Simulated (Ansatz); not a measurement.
**Starting-point dependence of the GW gap of HgC2S2N2 (C2/m)**

One-shot GW is not self-consistent; how far does the start matter for HgC2S2N2 (C2/m)?

Program: Ansatz 0.2.0. Level of theory: G0W0 on several functionals, plane waves, PAW. Results are calculated unless marked as measured.

Most raw output is cut from this account.

In doubt: masses and optical values from hybrid runs of this build are listed as unsure (steps 6, 7, 8), which bears on the screening that GW takes from such a start.

## 1. The structure

The structure is monoclinic, space group C2/m (No. 12). The conventional cell has a = 10.878 Å, b = 4.042 Å, c = 6.435 Å, α = 90.00°, β = 95.28°, γ = 90.00°. Hg has 2 S at 2.43 Å nearest. C has 1 N at 1.18 Å and 1 S at 1.66 Å nearest. Nearest to S lie 1 C at 1.66 Å and 1 Hg at 2.43 Å. N has 1 C at 1.18 Å nearest. Farther neighbours and most contacts between anions are not listed.

Structure file:

```cif
data_structure
_symmetry_space_group_name_H-M 'C2/m'
_symmetry_Int_Tables_number 12
_cell_length_a 10.8780
_cell_length_b 4.0420
_cell_length_c 6.4350
_cell_angle_alpha 90.000
_cell_angle_beta 95.280
_cell_angle_gamma 90.000
_cell_volume 281.74
loop_
_atom_site_label
_atom_site_type_symbol
_atom_site_symmetry_multiplicity
_atom_site_Wyckoff_symbol
_atom_site_fract_x
_atom_site_fract_y
_atom_site_fract_z
_atom_site_occupancy
Hg1 Hg 2 a 0.00000 0.00000 0.00000 1
C1 C 4 i 0.76615 0.50000 0.22334 1
S1 S 4 i 0.63201 0.50000 0.32598 1
N1 N 4 i 0.86340 0.50000 0.15691 1
```

Geometry: measured cell, ions relaxed with PBE. The runs that relaxed it are not among those shown. Spin-orbit coupling is left out unless a step names it.

## 2. G0W0 on LDA

G0W0 replaces the xc potential by the self-energy, built once from these orbitals. Only a window of levels is corrected, while the sums run over the empty bands that the input names. This step takes PAW set soft_1 files.

This step: G0W0 on LDA, plane waves, PAW; PAW set soft_1.

Input file input.yaml:

```yaml
crystal:
  lattice:
    - [5.439, -2.021, 0.0]
    - [5.439, 2.021, 0.0]
    - [-0.5921680587, 0.0, 6.4076955288]
  atoms:
    - { symbol: Hg, position: [0.0, 0.0, 0.0] }
    - { symbol: C, position: [0.2661513025, 0.2661513025, 0.2233405963] }
    - { symbol: C, position: [0.7338486975, 0.7338486975, 0.7766594037] }
    - { symbol: S, position: [0.1320101513, 0.1320101513, 0.3259806969] }
    - { symbol: S, position: [0.8679898487, 0.8679898487, 0.6740193031] }
    - { symbol: "N", position: [0.3633996325, 0.3633996325, 0.1569129335] }
    - { symbol: "N", position: [0.6366003675, 0.6366003675, 0.8430870665] }
kpoints:
  mp_grid: { grid: [4, 4, 2] }
hamiltonian:
  xc: lda
  pseudopotentials: { kind: paw, azcp: { folder: soft_1 }, xc_functional: pbe }
scf:
  occupations: { method: fixed }
gw:
  n_empty_bands: 319
  ecut_chi: 100
  qp_bands: [v2, c2]
  qp_kpoints: band_edges
  screening: { model: contour_deformation }
```

Started as:

```
$ ansatz run input.yaml --threads 2 --pin off --max-ram 92160MiB --backend cuda --events-out ev --progress --plain --runs-dir out --devices 1 --max-vram 13GiB
```

It took 34 s on 1 × NVIDIA H100 80GB HBM3 (shared by 6 runs) with 2 threads of AMD EPYC 7R13 (Zen 3), shared host; peak memory 1.5 GiB; 49 s of CPU time.

This step gave:

```
bands summed                                 : 344
RPA ε∞ on this mesh (eigenvalues)            : 2.738, 3.396, 5.438
plane waves in the screening matrix          : 327
q-points in the mesh                         : 32
G0W0 gap on the mesh                         : 3.876 eV
k of the valence top                         : -0.5, -0.5, 0
k of the conduction bottom                   : 0, 0, 0
starting gap on the mesh                     : 2.023 eV
Z at the valence top                         : 0.7513
Z at the conduction bottom                   : 0.7879
least direct G0W0 gap on the computed points : 4.022 eV
```

The gap on the mesh goes from 2.02 eV to 3.88 eV, a correction of +1.85 eV. Between the two edge states, bare exchange in place of the xc potential would open the gap by 7.54 eV, and correlation takes back 5.68 eV.

## 3. G0W0 on PBEsol

One-shot GW remembers its start. Another functional's orbitals and levels show by how much.

This step: G0W0 on PBEsol, plane waves, PAW; PAW set soft_1.

Changes to input.yaml since step 2:

```diff
@@ -16,3 +16,3 @@
 hamiltonian:
-  xc: lda
+  xc: pbesol
   pseudopotentials: { kind: paw, azcp: { folder: soft_1 }, xc_functional: pbe }
```

The job ended after 43 s (1 × NVIDIA H100 80GB HBM3 (shared by 6 runs) with 2 threads; peak memory 1.5 GiB).

This step gave:

```yaml
bands_summed: 344
rpa_eps_infinity_on_this_mesh_eigenvalues: 2.669, 3.306, 5.303
plane_waves_in_the_screening_matrix: 327
q_points_in_the_mesh: 32
g0w0_gap_on_the_mesh: 3.951 eV
k_of_the_valence_top: -0.5, -0.5, 0
k_of_the_conduction_bottom: 0, 0, 0
starting_gap_on_the_mesh: 2.126 eV
z_at_the_valence_top: 0.7539
z_at_the_conduction_bottom: 0.7903
least_direct_g0w0_gap_on_the_computed_points: 4.095 eV
```

Against the run with 4×4×2 mesh, 319 empty bands, screening to 100 eV, PAW set soft_1 files on LDA, the gap moves by +0.07 eV, while the start moved by +0.10 eV.

## 4. G0W0 on PBE

This step: G0W0 on PBE, plane waves, PAW; PAW set soft_1.

Changes to input.yaml since step 3:

```diff
@@ -16,4 +16,4 @@
 hamiltonian:
-  xc: pbesol
-  pseudopotentials: { kind: paw, azcp: { folder: soft_1 }, xc_functional: pbe }
+  xc: pbe
+  pseudopotentials: { kind: paw, azcp: { folder: soft_1 } }
 scf:
```

Elapsed: 24 s, on 1 × NVIDIA H100 80GB HBM3 (shared by 6 runs) with 2 threads; peak memory 1.5 GiB; 34 s of CPU time.

This step gave:

| Property | Result |
| --- | --- |
| bands summed | 344 |
| RPA ε∞ on this mesh (eigenvalues) | 2.606, 3.238, 5.183 |
| plane waves in the screening matrix | 327 |
| G0W0 gap on the mesh | 3.996 eV |
| k of the valence top | -0.5, -0.5, 0 |
| k of the conduction bottom | 0, 0, 0 |
| starting gap on the mesh | 2.210 eV |
| least direct G0W0 gap on the computed points | 4.139 eV |

Against the run with 4×4×2 mesh, 319 empty bands, screening to 100 eV, PAW set soft_1 files on PBEsol, the gap moves by +0.05 eV, while the start moved by +0.08 eV.

## 5. G0W0 on r2SCAN

This step: G0W0 on r2SCAN, plane waves, PAW; PAW set soft_1.

Changes to input.yaml since step 4:

```diff
@@ -16,3 +16,3 @@
 hamiltonian:
-  xc: pbe
+  xc: r2scan
   pseudopotentials: { kind: paw, azcp: { folder: soft_1 } }
```

Wall time 47 s (1 × NVIDIA H100 80GB HBM3 (shared by 6 runs) with 2 threads); peak memory 1.8 GiB.

Numbers from this step:

```yaml
bands_summed: 344
rpa_eps_infinity_on_this_mesh_eigenvalues: 2.473, 3.068, 4.773
plane_waves_in_the_screening_matrix: 327
g0w0_gap_on_the_mesh: 4.276 eV
k_of_the_valence_top: -0.5, -0.5, 0
k_of_the_conduction_bottom: 0, 0, 0
starting_gap_on_the_mesh: 2.533 eV
least_direct_g0w0_gap_on_the_computed_points: 4.421 eV
```

Against the run with 4×4×2 mesh, 319 empty bands, screening to 100 eV, PAW set soft_1 files on PBE, the gap moves by +0.28 eV, while the start moved by +0.32 eV.

## 6. G0W0 on HSE06

This step: G0W0 on HSE06, plane waves, PAW; PAW set soft_1.

Changes to input.yaml since step 5:

```diff
@@ -16,3 +16,3 @@
 hamiltonian:
-  xc: r2scan
+  xc: hse06
   pseudopotentials: { kind: paw, azcp: { folder: soft_1 } }
```

The job ended after 86 s (1 × NVIDIA H100 80GB HBM3 (shared by 6 runs) with 2 threads; peak memory 1.8 GiB).

Numbers from this step:

* bands summed: 344
* RPA ε∞ on this mesh (eigenvalues): 2.323, 2.840, 4.148
* plane waves in the screening matrix: 327
* G0W0 gap on the mesh: 4.615 eV
* k of the valence top: -0.5, -0.5, 0
* k of the conduction bottom: 0, 0, 0
* starting gap on the mesh: 3.363 eV
* least direct G0W0 gap on the computed points: 4.769 eV

Against the run with 4×4×2 mesh, 319 empty bands, screening to 100 eV, PAW set soft_1 files on r2SCAN, the gap moves by +0.34 eV, while the start moved by +0.83 eV.

## 7. G0W0 on PBE0

This step: G0W0 on PBE0, plane waves, PAW; PAW set soft_1.

Changes to input.yaml since step 6:

```diff
@@ -16,3 +16,3 @@
 hamiltonian:
-  xc: hse06
+  xc: pbe0
   pseudopotentials: { kind: paw, azcp: { folder: soft_1 } }
```

Elapsed: 82 s, on 1 × NVIDIA H100 80GB HBM3 (shared by 6 runs) with 2 threads; peak memory 1.8 GiB; 93 s of CPU time.

Numbers from this step:

- bands summed: 344
- RPA ε∞ on this mesh (eigenvalues): 2.240, 2.710, 3.859
- plane waves in the screening matrix: 327
- G0W0 gap on the mesh: 4.830 eV
- k of the valence top: -0.5, -0.5, 0
- k of the conduction bottom: 0, 0, 0
- starting gap on the mesh: 4.100 eV
- least direct G0W0 gap on the computed points: 4.988 eV

Against the run with 4×4×2 mesh, 319 empty bands, screening to 100 eV, PAW set soft_1 files on HSE06, the gap moves by +0.22 eV, while the start moved by +0.74 eV.

## 8. G0W0 on Hartree-Fock

This step: G0W0 on Hartree-Fock, plane waves, PAW; PAW set soft_1.

Changes to input.yaml since step 7:

```diff
@@ -16,3 +16,3 @@
 hamiltonian:
-  xc: pbe0
+  xc: hf
   pseudopotentials: { kind: paw, azcp: { folder: soft_1 } }
```

Run time: 90 s. Hardware: 1 × NVIDIA H100 80GB HBM3 (shared by 6 runs) with 2 threads; peak memory 1.9 GiB; 93 s of CPU time.

This step gave:

- bands summed: 344
- RPA ε∞ on this mesh (eigenvalues): 1.774, 1.988, 2.392
- plane waves in the screening matrix: 327
- G0W0 gap on the mesh: 6.425 eV
- k of the valence top: -0.5, -0.5, 0
- k of the conduction bottom: 0, 0, 0
- starting gap on the mesh: 10.29 eV
- least direct G0W0 gap on the computed points: 6.599 eV

Against the run with 4×4×2 mesh, 319 empty bands, screening to 100 eV, PAW set soft_1 files on PBE0, the gap moves by +1.59 eV, while the start moved by +6.19 eV.

## 9. Side by side

All on the 4×4×2 mesh with 319 empty bands and screening to 100 eV. Times are wall times on 1 × NVIDIA H100 80GB HBM3 (shared by 6 runs) with 2 threads of AMD EPYC 7R13 (Zen 3), shared host, good to a factor of about two.

| start | starting gap (eV) | shift (eV) | G0W0 gap (eV) | RPA ε∞ (harmonic mean) | Z (valence, conduction) | time |
| --- | --- | --- | --- | --- | --- | --- |
| LDA | 2.02 | +1.85 | 3.88 | 3.56 | 0.75, 0.79 | 34 s |
| PBEsol | 2.13 | +1.82 | 3.95 | 3.46 | 0.75, 0.79 | 43 s |
| PBE | 2.21 | +1.79 | 4.00 | 3.39 | 0.76, 0.79 | 24 s |
| r2SCAN | 2.53 | +1.74 | 4.28 | 3.19 | 0.77, 0.81 | 47 s |
| HSE06 | 3.36 | +1.25 | 4.61 | 2.93 | 0.79, 0.83 | 86 s |
| PBE0 | 4.10 | +0.73 | 4.83 | 2.79 | 0.81, 0.84 | 82 s |
| Hartree-Fock | 10.29 | −3.86 | 6.42 | 2.02 | 0.89, 0.91 | 90 s |

How the two edges are built up, in eV (the quasiparticle level is the starting level plus Σx plus Σc less Vxc):

| run | edge | start | Σx | Σc | Vxc | Z | QP |
| --- | --- | --- | --- | --- | --- | --- | --- |
| LDA | valence top | 2.86 | -19.72 | 2.17 | -16.78 | 0.75 | 2.09 |
| LDA | conduction bottom | 4.88 | -10.96 | -3.51 | -15.56 | 0.79 | 5.96 |
| PBEsol | valence top | 3.04 | -19.74 | 2.21 | -16.62 | 0.75 | 2.13 |
| PBEsol | conduction bottom | 5.16 | -10.93 | -3.47 | -15.32 | 0.79 | 6.08 |
| PBE | valence top | 3.10 | -19.78 | 2.21 | -16.66 | 0.76 | 2.19 |
| PBE | conduction bottom | 5.31 | -10.94 | -3.45 | -15.27 | 0.79 | 6.18 |
| r2SCAN | valence top | 2.80 | -19.76 | 2.11 | -16.86 | 0.77 | 2.02 |
| r2SCAN | conduction bottom | 5.33 | -10.80 | -3.44 | -15.19 | 0.81 | 6.29 |

## 10. Results

| Item | Value |
| --- | --- |
| G0W0@LDA | 3.88 eV (start 2.02 eV) |
| G0W0@PBEsol | 3.95 eV (start 2.13 eV) |
| G0W0@PBE | 4.00 eV (start 2.21 eV) |
| G0W0@r2SCAN | 4.28 eV (start 2.53 eV) |
| G0W0@HSE06 | 4.61 eV (start 3.36 eV) |
| G0W0@PBE0 | 4.83 eV (start 4.10 eV) |
| G0W0@Hartree-Fock | 6.42 eV (start 10.29 eV) |
| known limits | not at the basis limit; d shell near the gap, gap tends to lie low; no spin-orbit coupling; coarse k mesh |

In words: The starting gaps span 8.26 eV and the G0W0 gaps 2.55 eV. Between LDA and Hartree-Fock, 2.55 eV of the 8.26 eV survives, 31 %. Hartree-Fock screens less than LDA (ε∞ 2.02 against 3.56). Of the 2.55 eV by which its G0W0 gap is higher, the correlation part gives +1.78 eV, and exchange with the one-particle terms, which follow the orbitals, +0.77 eV. On Hartree-Fock the correction is negative: that start lies above its own G0W0 value. The smallest correction, +0.73 eV, is on PBE0, the start nearest to reproducing itself. Bands and cutoff are finite, so the gap is not at the basis limit. The miss can reach some tenths of an eV and take either sign; the mesh is an error of its own. The 4×4×2 mesh is coarse for this cell (its supercell is 13 Å along the shortest edge). The RPA ε∞ on it, from the LDA start, is 2.74, 3.40 and 5.44; such meshes misread the long-range screening, most where the gap is narrow. The program warns that the mesh is coarse for exact exchange, which bears on the hybrid start's gap. A d shell, filled or nearly so, lies near the gap. One-shot GW converges very slowly in bands there, not always from below, and on a semilocal start the gap tends to come out low; starts rich in exact exchange can overshoot instead. The many-body steps are scalar-relativistic: spin-orbit coupling is not in them.

[Paths, hosts, dates, memory and timing lines, banners, echoed tables and standing remarks are left out of the program output.]

[Logs are printed without paths, hosts, clocks, repeated set-up lines and the standing remarks that a program may print on its own settings, such as how far it seeks lower states.]

[Runs of the session that timed out or met a known fault of the program may be left out.]

[Cells called generated may have been cut or substituted from an entry of the Crystallography Open Database or the Materials Project.]

[Hosts, paths, dates, database ids (printed as entryN), source tags and the programs' standing remarks are cut or masked in the printed files.]
